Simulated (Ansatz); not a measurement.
# SiC (Moissanite 3C, F-43m): from the cell to its phonons, part 3 of 3

How does SiC (Moissanite 3C, F-43m) vibrate, and is this structure a minimum?

Ansatz 0.2.0; DFT LDA, scalar-relativistic, plane waves, PAW; PAW set soft_1.

So far, highest frequency on the path or at a solved wavevector (cm⁻¹): step 5 (response at finite wavevector) 973. The relaxed cell has a = 4.329 Å (conventional setting).

### 6. Finite displacements in a supercell

Finite displacements in a 2×2×2 supercell give force constants from forces alone. They are exact at the wavevectors that the supercell holds, where they check the linear-response result.

File input.yaml:

```yaml
crystal:
  lattice:
    - [0.0, 2.164534131, 2.164534131]
    - [2.164534131, 0.0, 2.164534131]
    - [2.164534131, 2.164534131, 0.0]
  atoms:
    - { symbol: Si, position: [0.0, 0.0, 0.0] }
    - { symbol: C, position: [0.25, 0.25, 0.25] }
kpoints:
  mp_grid: { grid: [12, 12, 12] }
hamiltonian:
  xc: lda
  pseudopotentials: { kind: paw, azcp: { folder: soft_1 }, xc_functional: pbe }
scf:
  occupations: { method: fixed }
output:
  eigenvalues: true
phonons:
  method: fd
  supercell: [2, 2, 2]
  temperatures: { t_max: 1000, t_step: 50 }
  qpath:
    path:
      - [[0.0, 0.0, 0.0], [-0.5, -0.5, 0.0], [-0.375, -0.375, 0.25]]
      - [[-0.375, 0.0, 0.375], [0.0, 0.0, 0.0], [0.0, 0.0, 0.5], [-0.5, -0.25, 0.25], [-0.5, -0.5, 0.0]]
    npoints: 10
  non_analytic_term:
    high_frequency_dielectric_tensor: [[6.9206, 0.0, 0.0], [0.0, 6.9206, 0.0], [0.0, 0.0, 6.9206]]
    born_effective_charges:
      - { species: Si, tensor: [[2.7312, 0.0, 0.0], [0.0, 2.7312, 0.0], [0.0, 0.0, 2.7312]] }
      - { species: C, tensor: [[-2.7312, 0.0, 0.0], [0.0, -2.7312, 0.0], [0.0, 0.0, -2.7312]] }
    source: "zone-centre run at this cell"
```

Command:

```
$ ansatz run input.yaml --threads 8 --pin off --max-ram 16384MiB --backend cpu --events-out ev --progress --plain --runs-dir out
```

Numbers of over 12 decimals in the logs are rounded to 6 here.

Output:

```text
[...]
Crystal: 16 atoms, lattice volume = 162.261 Å³
Basis set: ecut = 420 eV, 3143 PW (Γ)
Bands: 48, of which v1, the nominal top of the filled ones, is band 32 counted from 1 (31 counted from 0)
Symmetry: 192 space group operations
k-points: 16 of 216 (time reversal used)
[...]
SCF iter   1: F=—  HF=-6817.641028 eV  |F-HF|=—  |Δ(HF+E_count)|=         —  Δρ=7.88e-8  dr2=4.43e-12  ethr=1.00e-12  ⟨swp⟩=3.0  Hψ=1918  notcnv=0
[...]
SCF iter   2: F=-6817.641028 eV  HF=-6817.641028 eV  |F-HF|=0.00e0  |Δ(HF+E_count)|=  1.82e-12  Δρ=4.36e-8  dr2=1.37e-12  ethr=1.00e-12  ⟨swp⟩=2.9  Hψ=1526  notcnv=0
SCF 1 converged in 2 iterations: F = -6817.641028 eV  dr2 = 1.37e-12
[...]
Symmetry: 6 space group operations
k-points: 32 of 216 (time reversal used)
[...]
SCF iter   7: F=-6817.640945 eV  HF=-6817.640945 eV  |F-HF|=1.82e-12  |Δ(HF+E_count)|=  2.36e-11  Δρ=4.40e-8  dr2=3.42e-12  ethr=1.00e-12  ⟨swp⟩=5.1  Hψ=7375  notcnv=0
SCF 2 converged in 7 iterations: F = -6817.640945 eV  dr2 = 3.42e-12
[...]
SCF iter   4: F=-6817.640945 eV  HF=-6817.640945 eV  |F-HF|=9.09e-13  |Δ(HF+E_count)|=  9.09e-13  Δρ=1.53e-8  dr2=3.90e-13  ethr=1.00e-12  ⟨swp⟩=6.0  Hψ=6165  notcnv=0
SCF 3 converged in 4 iterations: F = -6817.640945 eV  dr2 = 3.90e-13
[...]
SCF iter   7: F=-6817.640953 eV  HF=-6817.640953 eV  |F-HF|=9.09e-13  |Δ(HF+E_count)|=  3.64e-12  Δρ=1.87e-8  dr2=7.84e-13  ethr=1.00e-12  ⟨swp⟩=6.0  Hψ=6285  notcnv=0
SCF 4 converged in 7 iterations: F = -6817.640953 eV  dr2 = 7.84e-13
[...]
SCF iter   4: F=-6817.640953 eV  HF=-6817.640953 eV  |F-HF|=0.00e0  |Δ(HF+E_count)|=  7.28e-12  Δρ=1.80e-8  dr2=5.63e-13  ethr=1.00e-12  ⟨swp⟩=6.7  Hψ=6606  notcnv=0
SCF 5 converged in 4 iterations: F = -6817.640953 eV  dr2 = 5.63e-13
[...]
SCF converged after 2 iterations
Free energy (F): -6817.641028 eV
[...]
Internal energy: -6817.641028 eV  (E = F + TS)
E sigma→0 (E₀):  -6817.641028 eV
Fermi energy:    9.498477 eV
[...]
--- Band table (eV; the first three rows and the last of 16) ---
  k-point 0: bands = [... 28 lower, 8.4365, 9.4985, 9.4985, 9.4985, 10.7992, 10.7992, 10.7992, 13.7642, ... 12 higher]
  k-point 1: bands = [... 28 lower, 8.4903, 8.7781, 9.4027, 9.4027, 11.2794, 11.2794, 11.2794, 14.2634, ... 12 higher]
  k-point 2: bands = [... 28 lower, 8.6465, 8.6465, 9.1653, 9.1653, 12.1804, 12.1804, 12.1804, 14.3176, ... 12 higher]
  k-point 15: bands = [... 28 lower, 7.9544, 7.9544, 8.3905, 8.3905, 14.1831, 14.1831, 14.4799, 14.4799, ... 12 higher]
--- Phonons: 4 displaced members + reference (amplitude 0.0025 Å, Σ member SCF iterations 22) ---
  symmetry images taken by strict's conditions (phonons.symmetry_images: auto; settled by the asymmetry read); asymmetry of the core-correction force 6.3e-8 eV/Å at the most on a site, 7.4e-7 eV/Å summed over every site of the supercell
  ASR residual: 1.890e-4 → 0.000e0 eV/Å²; symmetrization residual: 6.299e-5 eV/Å²
  largest component of a force at the reference: 1.5e-16 eV/Å
  ASR residual per site (eV/Å²): 1.22e-5 1.89e-4
  Γ frequencies (cm⁻¹): 0.00 0.00 0.00 797.82 797.82 797.82
[...]
```

Run time: 7.2 s. Hardware: 8 threads of Intel Xeon at 2.60GHz (Ice Lake), shared host; peak memory 0.78 GiB.

This step gave:

```
atoms in the supercell               : 16
sum-rule residual before enforcement : 1.89e-4 eV/Å²
```

Interpolated from a 2×2×2 supercell, rough between the solved points, with the LO-TO term (at Γ the limit along the path; where Γ stands inside the path, tables give the limit on arrival). The phonon branches at the labelled points (cm⁻¹):

```csv
point,branch 1,branch 2,branch 3,branch 4,branch 5,branch 6
Γ,0,0,0,798,798,973
halfway,252,252,409,781,781,921
X,365,365,635,767,767,830
halfway,359,399,618,767,771,824
U,339,465,575,768,774,815
jump to K,339,465,575,768,774,815
halfway,206,310,425,782,788,898
Γ,0,0,0,798,798,973
halfway,181,181,402,786,786,924
L,260,260,616,772,772,840
halfway,310,398,580,772,782,817
W,392,467,551,768,778,806
halfway,378,406,603,768,773,818
X,365,365,635,767,767,830
```

The phonon branches as a text plot (rows in cm⁻¹):

```
    953 |******                   **********
    912 |      **               **          **
    872 |        ***           *              **
    831 |           ***********                 ********    *****
    791 |*********     ****************************************
    750 |         ***********                            ********
    710 |
    669 |
    629 |           ****                         ***          ***
    588 |         **    ***                    **   ***     **
    547 |        *         **                          *****
    507 |                  * **               *
    466 |       *        ** *  *             *          ****
    426 |      *        *    ** *                      *    **
    385 |             **       *            *         *  ********
    345 |    **   *********      *         *         * **
    304 |       **         **   *                  ****
    264 |   *  *             **  ***      *    ******
    223 |    **                **            **
    182 |  *                     ****    *  *
    142 |   *                     ***      *
    101 | **                        **  * *
     61 | *                          *   *
     20 |*                            ***
         Γ           X  U|K            Γ         L        W     X
```

The phonon density of states has structure finer than the step of the table below, so its rows give means over 50 cm⁻¹, whole bins alone (the curve runs from 5 to 975 cm⁻¹). Peaks (cm⁻¹: height): 565.0: 0.0118, 775.0: 0.0972, 815.0: 0.0206.

Tetrahedra on a 26×26×26 mesh, mean over bins of 10 cm-1. Interpolated from a 2×2×2 supercell, rough between the solved points. Phonon density of states against wavenumber; means over each step:

```csv
wavenumber (cm⁻¹),phonon density of states (1/cm⁻¹/cell)
50,1.5e-4
100,6.1e-4
150,0.00148
200,0.00306
250,0.00684
300,0.00984
350,0.0102
400,0.00606
450,0.00575
500,0.00315
550,0.00866
600,0.00407
650,9.6e-5
700,0
750,0.0137
800,0.0325
850,0.00829
900,0.00381
950,0.00176
```

At Γ the two methods differ by at most 0.0 cm⁻¹.

### 7. What came out

```json
{
 "space group after relaxation (within 0.01 Å)": "F-43m",
 "volume per atom": "10.1 Å³",
 "gap on the k-mesh": "1.30 eV",
 "highest optical mode at the zone centre (no LO-TO term)": "798 cm⁻¹",
 "top of the zone-centre spectrum with the field": "973 cm⁻¹",
 "lowest optical zone-centre mode": "798 cm⁻¹",
 "mean high-frequency dielectric constant": "6.92",
 "mean static dielectric constant": "10.3",
 "largest Born charge (third of the trace)": "2.73 e",
 "lowest mode on the q mesh (acoustic modes at Γ apart)": "196 cm⁻¹",
 "highest frequency on the path or at a solved wavevector": "973 cm⁻¹",
 "zero-point energy per atom": "111 meV",
 "heat capacity at 300 K": "13.4 J/(mol atoms K)",
 "vibrational entropy at 300 K": "8.45 J/(mol atoms K)",
 "Debye temperature (second moment)": "1190 K",
 "imaginary modes on the 4×4×4 q mesh": "none"
}
```

In words: The structure is a minimum as far as tested: no mode is imaginary at the 8 irreducible wavevectors of the 4×4×4 mesh, and the softest away from the acoustic zeros lies at 196 cm⁻¹. Without the field, the optical modes at Γ form one degenerate level at 798 cm⁻¹. The highest mode in this list at Γ, 797.8 cm⁻¹, is mostly motion of C (70 % of the kinetic energy). With the macroscopic field of the longitudinal modes the top of the zone-centre spectrum lies at 973 cm⁻¹, against 798 cm⁻¹ without it. Lattice motion raises the mean dielectric constant from 6.921 to 10.30. The strongest infrared line is at 798 cm⁻¹. On the path and the mesh, the widest gap between branches runs from 635 to 745 cm⁻¹. Finite displacements and linear response differ by 0.0 cm⁻¹ in the highest zone-centre mode. The program warns that the interpolation holds no quadrupole term, so branches close to Γ can be off in this crystal. The PAW files were made for PBE and serve the other functionals too. These are harmonic frequencies at zero temperature: anharmonic shifts, linewidths and thermal expansion are left out.

Calculation against experiment:

```
                                       quantity  measured  LDA, PAW; PAW set soft_1
                         lattice constant a (Å)     4.357            4.329 (-0.6 %)
                      band gap (least gap) (eV)       2.4           1.30 (-1.10 eV)
                        ε∞ (mean of the tensor)      6.49             6.92 (+6.6 %)
Raman mode, TO, upper component of the … (cm⁻¹)     794.3              798 (+0.4 %)
              infrared mode, TO at Gamma (cm⁻¹)     797.5              798 (+0.0 %)
```

Measured values from arxiv:1210.3244 (2012), pmc:7200658 (2020), arxiv:astro-ph/9903031 (1999), pmc:10585298 (2023) and arxiv:0803.1210 (2008).

How well it matches: The lattice constant a is off by -0.6 %: good agreement. The band gap is off by -1.10 eV: a clear miss. Local and semilocal functionals usually give gaps below the measured ones. Zero-point and thermal motion shift the measured gap. The ε∞ is off by +6.6 %: good agreement. The Raman mode is off by +0.4 %: good agreement. The infrared mode matches within 0.05 %: good agreement. The grades are ours: good and fair within 0.7 and 1.5 % for the lattice constant a, 7 and 18 % for the ε∞, 3 and 7 % for the Raman mode and 3 and 7 % for the infrared mode. Zero-point motion and thermal expansion (measured at up to 292 K) are not in the computed lattice constants, Raman mode and infrared mode.

[Logs are printed without paths, hosts, clocks, repeated set-up lines and the standing remarks that a program may print on its own settings, such as how far it seeks lower states.]

[Hosts, paths, dates, database ids (printed as entryN), source tags and the programs' standing remarks are cut or masked in the printed files.]
